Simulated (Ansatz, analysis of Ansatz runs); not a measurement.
# Reproducing a measured hyperfine coupling: F centre in LiF

Aim: the hyperfine coupling of the F centre in LiF, to be set beside the measurement. Set-up: HSE06 on PBE structures, 128-site cell, PBE lattice, 420 eV, k: the single point 1/4 1/4 1/4 then the zone centre alone. The model is a cell of 128 host atoms with 1 F taken out. The isotropic coupling follows from the spin density at the nucleus, the nuclear g-factor and the total spin. Exact exchange opens the gap, stiffens bonds and lessens the self-interaction error, at many times the cost.

What was measured. 7Li, shell I: 39.06 MHz, by ENDOR (quoted in “F center in LiF: A quantum mechanical ab initio investigation of the hyperfine interaction between the unpaired electron at the vacancy and its first seven neighbors”, 2001, G. Mallia et al., quoting earlier work (1968)). 19F, shell II: 105.9 MHz, by ENDOR (quoted in “F center in LiF: A quantum mechanical ab initio investigation of the hyperfine interaction between the unpaired electron at the vacancy and its first seven neighbors”, 2001, G. Mallia et al., quoting earlier work (1968)). 7Li, shell III: 0.5 MHz, by ENDOR (quoted in “F center in LiF: A quantum mechanical ab initio investigation of the hyperfine interaction between the unpaired electron at the vacancy and its first seven neighbors”, 2001, G. Mallia et al., quoting earlier work (1968)). 19F, shell IV: 0.48 MHz, by ENDOR (quoted in “F center in LiF: A quantum mechanical ab initio investigation of the hyperfine interaction between the unpaired electron at the vacancy and its first seven neighbors”, 2001, G. Mallia et al., quoting earlier work (1968)).

Program: Ansatz 0.2.0. Level of theory: plane-wave PAW DFT, PBE; relaxation of all atoms of a defect supercell. Results are calculated unless marked as measured.

## Step 1: The starting structure

The cell holds 127 atoms: 64 Li and 63 F. Its edges and angles: a = 11.504 Å, b = 11.504 Å, c = 11.504 Å, α = 60.0°, β = 60.0°, γ = 60.0°. It derives from LiF (space group Fm-3m). Nearest the centre at fractional (0.375, 0.625, 0.375): Li60 at 2.03 Å, Li90 at 2.03 Å, Li58 at 2.03 Å, Li52 at 2.03 Å, Li82 at 2.03 Å, Li84 at 2.03 Å, F59 at 2.88 Å, F28 at 2.88 Å.

The host's primitive cell comes from a first run (plane-wave PAW DFT, PBE; relaxation of the host's cell and atoms): vectors of 2.876, 2.876 and 2.876 Å. That is 8.41 Å³ an atom, 2.9 % over the diffraction cell's volume. The supercell is built on it.

## Step 2: Relaxation, charge 0

Every later number rests on the structure around the defect, so the atoms are relaxed at the host's lattice first.

relax/input.yaml

```yaml
relax:
  f_tol: 0.02
  max_steps: 80
  escape_saddle: false
crystal:
  lattice:
    - [0.0, 8.13425753, 8.13425753]
    - [8.13425753, 0.0, 8.13425753]
    - [8.13425753, 8.13425753, 0.0]
  atoms:
    - { symbol: Li, position: [0.0, 0.0, 0.0] }
    - { symbol: F, position: [0.125, 0.125, 0.125] }
[... 11 atom lines left out ...]
    - { symbol: F, position: [0.125, 0.375, 0.625] }
[... 5 atom lines left out ...]
    - { symbol: F, position: [0.125, 0.625, 0.375] }
[... 1 atom line left out ...]
    - { symbol: F, position: [0.125, 0.625, 0.625] }
    - { symbol: Li, position: [0.0, 0.5, 0.75] }
[... 2 atom lines left out ...]
    - { symbol: F, position: [0.125, 0.875, 0.125] }
[... 1 atom line left out ...]
    - { symbol: F, position: [0.125, 0.875, 0.375] }
    - { symbol: Li, position: [0.0, 0.75, 0.5] }
    - { symbol: F, position: [0.125, 0.875, 0.625] }
[... 2 atom lines left out ...]
    - { symbol: Li, position: [0.25, 0.0, 0.0] }
[... 1 atom line left out ...]
    - { symbol: Li, position: [0.25, 0.0, 0.25] }
[... 1 atom line left out ...]
    - { symbol: Li, position: [0.25, 0.0, 0.5] }
[... 6 atom lines left out ...]
    - { symbol: F, position: [0.375, 0.375, 0.375] }
[... 1 atom line left out ...]
    - { symbol: F, position: [0.375, 0.375, 0.625] }
[... 3 atom lines left out ...]
    - { symbol: F, position: [0.375, 0.625, 0.125] }
    - { symbol: Li, position: [0.25, 0.5, 0.25] }
    - { symbol: Li, position: [0.25, 0.5, 0.5] }
    - { symbol: F, position: [0.375, 0.625, 0.625] }
    - { symbol: Li, position: [0.25, 0.5, 0.75] }
[... 2 atom lines left out ...]
    - { symbol: F, position: [0.375, 0.875, 0.125] }
    - { symbol: Li, position: [0.25, 0.75, 0.25] }
    - { symbol: F, position: [0.375, 0.875, 0.375] }
    - { symbol: Li, position: [0.25, 0.75, 0.5] }
[... 5 atom lines left out ...]
    - { symbol: Li, position: [0.5, 0.0, 0.25] }
[... 6 atom lines left out ...]
    - { symbol: F, position: [0.625, 0.375, 0.125] }
    - { symbol: Li, position: [0.5, 0.25, 0.25] }
    - { symbol: F, position: [0.625, 0.375, 0.375] }
    - { symbol: Li, position: [0.5, 0.25, 0.5] }
    - { symbol: F, position: [0.625, 0.375, 0.625] }
    - { symbol: Li, position: [0.5, 0.25, 0.75] }
[... 1 atom line left out ...]
    - { symbol: Li, position: [0.5, 0.5, 0.0] }
    - { symbol: F, position: [0.625, 0.625, 0.125] }
    - { symbol: Li, position: [0.5, 0.5, 0.25] }
    - { symbol: F, position: [0.625, 0.625, 0.375] }
    - { symbol: Li, position: [0.5, 0.5, 0.5] }
[... 1 atom line left out ...]
    - { symbol: Li, position: [0.5, 0.5, 0.75] }
[... 1 atom line left out ...]
    - { symbol: Li, position: [0.5, 0.75, 0.0] }
    - { symbol: F, position: [0.625, 0.875, 0.125] }
    - { symbol: Li, position: [0.5, 0.75, 0.25] }
[... 1 atom line left out ...]
    - { symbol: Li, position: [0.5, 0.75, 0.5] }
[... 13 atom lines left out ...]
    - { symbol: Li, position: [0.75, 0.25, 0.25] }
[... 1 atom line left out ...]
    - { symbol: Li, position: [0.75, 0.25, 0.5] }
[... 3 atom lines left out ...]
    - { symbol: Li, position: [0.75, 0.5, 0.0] }
[... 1 atom line left out ...]
    - { symbol: Li, position: [0.75, 0.5, 0.25] }
[... 1 atom line left out ...]
    - { symbol: Li, position: [0.75, 0.5, 0.5] }
[... 5 atom lines left out ...]
    - { symbol: Li, position: [0.75, 0.75, 0.25] }
[... 4 atom lines left out ...]
    - { symbol: F, position: [0.875, 0.875, 0.875] }
basis:
  ecutwfc: 420
  xc_grid: 2
hamiltonian:
  xc: pbe
kpoints:
  mp_grid: { grid: [1, 1, 1], shift: [0.25, 0.25, 0.25] }
magnetization:
  spin_polarized: true
  initial_magnetization: 1
  spin_locking: { lock_magnetization: hard }
scf:
  occupations: { method: fermi_dirac, width: 0.01 }
  max_iter: 120
output:
  forces: true
checkpoint:
  write: "../relax.run"
  compress: false
  write_wavefunctions: true
  write_every: 100000
```

Command:

```
ansatz run input.yaml --threads 4 --pin off --max-ram 7536MiB --backend cpu --events-out ev --progress --plain --runs-dir out
```

Numbers of over 12 decimals in the logs are rounded to 6 here.

Log:

```text
[... repeated set-up lines and file paths are left out, and long positions are rounded to six places ...]
Engine: ansatz 0.2.0, aarch64-unknown-linux-gnu
Pseudopotentials: kind: paw
Pseudopotential: Li, paw, valence charge 3, recommended cutoff 420 eV (normal), Li.paw.azcp
Pseudopotential: F, paw, valence charge 7, recommended cutoff 420 eV (normal), F.paw.azcp
Functional definition: PBE
  parameter kappa = 0.804
  parameter beta = 0.066725
  exchange = pbe_x(kappa = kappa, mu = beta*pi^2/3)
  correlation = pbe_c(beta = beta)
Crystal: 127 atoms, lattice volume = 1076.425 Å³
Basis set: ecut = 420 eV, 20995 PW (Γ), exchange–correlation on 160×160×160 points (8 copies of the dense FFT grid, shifted against one another)
Bands: 444, of which v1, the nominal top of the filled ones, is band 317 counted from 1 (316 counted from 0)
Symmetry: 12 space group operations
k-points: 1
Non-local potential: Li, projectors of the file, l = 0: 3, l = 1: 2, l = 2: 1
Non-local potential: F, projectors of the file, l = 0: 2, l = 1: 2, l = 2: 1
PAW form: soft (Blöchl's): semilocal exchange-correlation on the pseudo side does not see the compensation charge
PAW one-centre angular grid: Li, 110 points (default); XC on 64 Gauss nodes
PAW one-centre angular grid: F, 110 points (default); XC on 64 Gauss nodes
Initial density: superposition of atomic densities (chi_scale 0.1, normalization cell, long waves kept (reshape's long-wave potential 0.35 eV rms))
Starting moments: Σ|m| = 1 μB on 127 of 127 sites
Initial wavefunctions: pseudopotential atomic-orbital guess
Functional: x = pbe(κ = 0.804, μ = 0.219515), c = pbe(β = 0.066725)
SCF iter   1: F=—  HF=-64221.849396 eV  |F-HF|=—  |Δ(HF+E_count)|=         —  Δρ=2.95e-2 (↑2.85e-2 ↓2.95e-2)  dr2=2.08e1  dr2_m=8.82e-2  M=1.000 μB ∫|m|=1.037 μB  β_m=0.30  ethr=3.10e-3  ⟨swp⟩=6.0  Hψ=3797  notcnv=0  defer=93
preconditioner: auto → Resta (q_TF=auto, 2.497 Å⁻¹)  ε∞=2.8  [insulator: Δε(μ)=3.894 eV  Ē_g=19.055 eV  σ=0.010 eV  W_gap=1.00  n_scr=282 (ndim 8)  ℏωp=25.4 eV  f_vac=0.000  D(μ)=0.00/eV (n_scr^D=0)  ε∞_Penn≈2.8]
spin=Collinear: Resta preconditioning applied to the charge; magnetization (m = ρ↑ − ρ↓) channel mixes plain (no charge-response kernel on spin).
SCF iter   2: F=—  HF=-64221.614980 eV  |F-HF|=—  |Δ(HF+E_count)|=   2.34e-1  Δρ=2.08e-2 (↑1.99e-2 ↓2.08e-2)  dr2=1.02e1  dr2_m=4.79e-2  M=1.000 μB ∫|m|=1.031 μB  β_m=0.62  ethr=3.10e-3  ⟨swp⟩=2.0  Hψ=1031  notcnv=0  defer=246
SCF iter   3: F=—  HF=-64222.308962 eV  |F-HF|=—  |Δ(HF+E_count)|=   6.94e-1  Δρ=6.12e-3 (↑6.12e-3 ↓6.02e-3)  dr2=9.68e-1  dr2_m=8.03e-4  M=1.000 μB ∫|m|=1.027 μB  β_m=0.60  ethr=1.62e-3  ⟨swp⟩=3.5  Hψ=1619  notcnv=0  defer=246
SCF iter   4: F=—  HF=-64222.270552 eV  |F-HF|=—  |Δ(HF+E_count)|=   3.84e-2  Δρ=1.23e-3 (↑1.16e-3 ↓1.23e-3)  dr2=2.73e-2  dr2_m=2.45e-4  M=1.000 μB ∫|m|=1.015 μB  β_m=0.80  ethr=1.53e-4  ⟨swp⟩=3.0  Hψ=1137  notcnv=0  defer=246
SCF iter   5: F=—  HF=-64222.336399 eV  |F-HF|=—  |Δ(HF+E_count)|=   6.58e-2  Δρ=2.54e-4 (↑2.22e-4 ↓2.54e-4)  dr2=1.71e-3  dr2_m=5.82e-6  M=1.000 μB ∫|m|=1.015 μB  β_m=0.85  ethr=4.32e-6  ⟨swp⟩=3.5  Hψ=1177  notcnv=0  defer=246
SCF iter   6: F=—  HF=-64222.337815 eV  |F-HF|=—  |Δ(HF+E_count)|=   1.42e-3  Δρ=1.25e-4 (↑1.25e-4 ↓1.25e-4)  dr2=3.67e-4  dr2_m=7.51e-7  M=1.000 μB ∫|m|=1.014 μB  β_m=0.71  ethr=2.70e-7  ⟨swp⟩=2.5  Hψ=1455  notcnv=0  defer=246
SCF iter   7: F=—  HF=-64222.337732 eV  |F-HF|=—  |Δ(HF+E_count)|=   8.25e-5  Δρ=2.55e-5 (↑2.55e-5 ↓2.09e-5)  dr2=1.33e-5  dr2_m=4.46e-7  M=1.000 μB ∫|m|=1.014 μB  β_m=0.81  ethr=5.79e-8  ⟨swp⟩=2.0  Hψ=1146  notcnv=0  defer=246
SCF iter   8: F=-64222.337741 eV  HF=-64222.337741 eV  |F-HF|=2.67e-7  |Δ(HF+E_count)|=   8.66e-6  Δρ=4.69e-6 (↑4.49e-6 ↓4.69e-6)  dr2=5.88e-7  dr2_m=2.61e-8  M=1.000 μB ∫|m|=1.013 μB  ethr=1.58e-9  ⟨swp⟩=3.0  Hψ=1895  notcnv=0
SCF 1 converged in 8 iterations: F = -64222.337741 eV  dr2 = 5.88e-7
  greatest PAW one-centre occupation: 1.000 electrons in one spin orbital (limit 2), on the Li atom at site 89 (counted from 0), in its partial waves of l = 0
relax step   1: F+E_penalty+E_count = -64222.33774132 eV  Δ(F+E_penalty+E_count) = +0.000e0 eV  max|allowed force component| = 2.016e-1 eV/Å  Δτ_max = 0.0000 Å  (8 SCF iters, dr2 threshold 1.00e-5 eV, accepted)
[... the SCF cycles and remarks between the steps are left out from here to the last step ...]
relax step   2: F+E_penalty+E_count = -64222.35853518 eV  Δ(F+E_penalty+E_count) = -2.079e-2 eV  max|allowed force component| = 7.301e-2 eV/Å  Δτ_max = 0.0278 Å  (6 SCF iters, dr2 threshold 2.54e-6 eV, accepted)
relax step   3: F+E_penalty+E_count = -64222.36541184 eV  Δ(F+E_penalty+E_count) = -6.877e-3 eV  max|allowed force component| = 3.767e-2 eV/Å  Δτ_max = 0.0147 Å  (6 SCF iters, accepted)
SCF iter   1: F=—  HF=-64222.366649 eV  |F-HF|=—  |Δ(HF+E_count)|=         —  Δρ=3.61e-4 (↑3.44e-4 ↓3.61e-4)  dr2=2.43e-3  dr2_m=8.31e-6  M=1.000 μB ∫|m|=1.013 μB  β_m=0.30  ethr=5.03e-6  ⟨swp⟩=5.5  Hψ=2288  notcnv=0  defer=246
SCF iter   2: F=—  HF=-64222.366701 eV  |F-HF|=—  |Δ(HF+E_count)|=   5.14e-5  Δρ=2.58e-4 (↑2.46e-4 ↓2.58e-4)  dr2=1.37e-3  dr2_m=4.03e-6  M=1.000 μB ∫|m|=1.013 μB  β_m=0.65  ethr=3.84e-7  ⟨swp⟩=1.5  Hψ=1024  notcnv=0  defer=246
SCF iter   3: F=—  HF=-64222.366798 eV  |F-HF|=—  |Δ(HF+E_count)|=   9.74e-5  Δρ=3.44e-5 (↑3.34e-5 ↓3.44e-5)  dr2=3.92e-5  dr2_m=4.16e-8  M=1.000 μB ∫|m|=1.013 μB  β_m=0.63  ethr=2.16e-7  ⟨swp⟩=2.0  Hψ=1168  notcnv=0  defer=246
SCF iter   4: F=—  HF=-64222.368075 eV  |F-HF|=—  |Δ(HF+E_count)|=   1.28e-3  Δρ=1.59e-5 (↑1.52e-5 ↓1.59e-5)  dr2=5.77e-6  dr2_m=3.57e-8  M=1.000 μB ∫|m|=1.013 μB  β_m=0.74  ethr=6.20e-9  ⟨swp⟩=2.0  Hψ=1118  notcnv=0  defer=246
SCF iter   5: F=—  HF=-64222.368073 eV  |F-HF|=—  |Δ(HF+E_count)|=   2.09e-6  Δρ=3.32e-6 (↑3.18e-6 ↓3.32e-6)  dr2=3.52e-7  dr2_m=3.65e-9  M=1.000 μB ∫|m|=1.013 μB  β_m=0.87  ethr=9.11e-10  ⟨swp⟩=2.0  Hψ=1159  notcnv=0  defer=246
SCF iter   6: F=-64222.368073 eV  HF=-64222.368073 eV  |F-HF|=3.62e-8  |Δ(HF+E_count)|=   8.70e-8  Δρ=1.49e-6 (↑1.49e-6 ↓1.45e-6)  dr2=5.36e-8  dr2_m=1.43e-10  M=1.000 μB ∫|m|=1.013 μB  ethr=1.58e-11  ⟨swp⟩=3.5  Hψ=2047  notcnv=0
SCF 4 converged in 6 iterations: F = -64222.368073 eV  dr2 = 5.36e-8
relax step   4: F+E_penalty+E_count = -64222.36807304 eV  Δ(F+E_penalty+E_count) = -2.661e-3 eV  max|allowed force component| = 6.696e-3 eV/Å  Δτ_max = 0.0091 Å  (6 SCF iters, accepted)
NSCF: frozen V_eff on 1 k-points
the search or the solves at the SCF's close seem to have found levels that the self-consistency loop had missed (the run counts 1). By its estimate they hold under 1e-12 electrons; where the run keeps them, the occupations were computed again with them
SCF converged after 6 iterations
Stability checked in part: among states of this total moment the steps that led to this state did not find it unstable. No probe was made; neither looks for a lower state of another moment (fixed_total_moment; see scf.lower_state_search)
Magnetization: 1.0000 μB (317.0000 up, 316.0000 down)
Absolute magnetization: 1.0134 μB (∫|ρ↑−ρ↓|, with the PAW one-centre terms)
Spin contamination: 0.0006 ħ² per cell (⟨S²⟩ above its minimum at these occupations)
Per-site moments (μB) at R_I (Å): [(2.393834348048751e-6, 0.838117), (6.129010640449683e-5, 0.837550), (0.000195744, 0.836421), [... 124 left out ...]
Free energy (F): -64222.368073 eV
Harris-Foulkes:  -64222.368073 eV  (|F-HF|=3.62e-8)
Internal energy: -64222.368073 eV  (E = F + TS)
E sigma→0 (E₀):  -64222.368073 eV
Fermi energy:    7.363464 (↑ 8.144131, ↓ 4.431698) eV
--- Per-component energies (eV) ---
  E_band       = -7668.189862
  E_kinetic    = 14528.338706
  E_local      = -41664.598143  (includes V_loc(G=0)·N_el)
  E_nonlocal   = 2507.066634
  E_hartree    = 14689.272512
  E_xc         = -5790.461372
  E_vxc        = -7427.127356  (∫ρ·V_xc dr)
  E_paw        = -13991.460925  (= ΣΔE_a)
  E_vpaw       = -4990.532146  (= ΣTr[D̂ρ^β])
  E_aug_tail   = 0.141019  (compensation charges beyond the density's cutoff)
  E_ewald      = -34500.666504
  E_smearing   = -0.000000  (= −TS)
  E_closure    = -0.000000  (closes the sum)
  Σ components = -64222.368073   (vs F -64222.368073, Δ=0.00e0)
--- Forces (eV/Å), atoms counted from 1 ---
  atom   1  Li    -0.00001686     0.00008400    -0.00001686
  atom   2  F     -0.00023596     0.00222981    -0.00023596
  [... 19 atoms left out ...]
  atom  22  F     -0.00355643    -0.00000000     0.00355643
  [... 23 atoms left out ...]
  atom  46  F      0.00000000    -0.00355643     0.00355643
  [... 5 atoms left out ...]
  atom  52  Li    -0.00001121    -0.00001121    -0.00428181
  [... 4 atoms left out ...]
  atom  57  F     -0.00000000     0.00355643    -0.00355643
  atom  58  Li    -0.00001121    -0.00428181    -0.00001121
  atom  59  F     -0.00357693    -0.00003557    -0.00357693
  atom  60  Li     0.00428181     0.00001121     0.00001121
  [... 21 atoms left out ...]
  atom  82  Li    -0.00428181    -0.00001121    -0.00001121
  [... 1 atom left out ...]
  atom  84  Li     0.00001121     0.00428181     0.00001121
  [... 5 atoms left out ...]
  atom  90  Li     0.00001121     0.00001121     0.00428181
  [... 37 atoms left out ...]
  max |Σ_I F_I| component: 2.17e-18 eV/Å
--- Band table (eV) ---
  k-point 0 ↑: bands = ["-40.2626", "-40.2483", "-40.2423", "-40.2417", [... 436 left out ...] "18.1356", "18.1356", "18.3408", "18.3801"]
  k-point 0 ↓: bands = ["-40.2622", "-40.2478", "-40.2421", "-40.2414", [... 436 left out ...] "18.1395", "18.1395", "18.3912", "18.3912"]
--- Relaxed structure (4 steps of the walk, 4 accepted, 0 SCFs on fresh bases) ---
  F+E_penalty+E_count = -64222.36807304 eV   max|allowed force component| = 6.696e-3 eV/Å
  atoms:
    - { symbol: Li, position: [-1.653715132543914e-5, 1.5535834438925583e-5, -1.6537151325439153e-5] }
    - { symbol: F, position: [0.124868, 0.125182, 0.124868] }
    [... 19 atoms left out ...]
    - { symbol: F, position: [0.123895, 0.625, 0.626105] }
    [... 23 atoms left out ...]
    - { symbol: F, position: [0.375, 0.373895, 0.626105] }
    [... 5 atoms left out ...]
    - { symbol: Li, position: [0.246984, 0.496984, 0.503003] }
    [... 4 atoms left out ...]
    - { symbol: F, position: [0.375, 0.876105, 0.123895] }
    - { symbol: Li, position: [0.246984, 0.753003, 0.246984] }
    - { symbol: F, position: [0.375008, 0.876096, 0.375008] }
    - { symbol: Li, position: [0.246997, 0.753016, 0.503016] }
    [... 21 atoms left out ...]
    - { symbol: Li, position: [0.503003, 0.496984, 0.246984] }
    [... 1 atom left out ...]
    - { symbol: Li, position: [0.503016, 0.496997, 0.503016] }
    [... 5 atoms left out ...]
    - { symbol: Li, position: [0.503016, 0.753016, 0.246997] }
    [... 37 atoms left out ...]
```

It took 1.9 min on 4 threads of Arm Neoverse V2, shared host; peak memory 4.4 GiB.

[end of part 1 of 2]

[Logs are printed without paths, hosts, clocks, repeated set-up lines and the standing remarks that a program may print on its own settings, such as how far it seeks lower states.]

[Hosts, paths, dates, database ids (printed as entryN), source tags and the programs' standing remarks are cut or masked in the printed files.]

[For some hosts the program warned that the k-mesh of the response run may be too coarse for force constants and the static dielectric constant; such warnings are not shown here.]
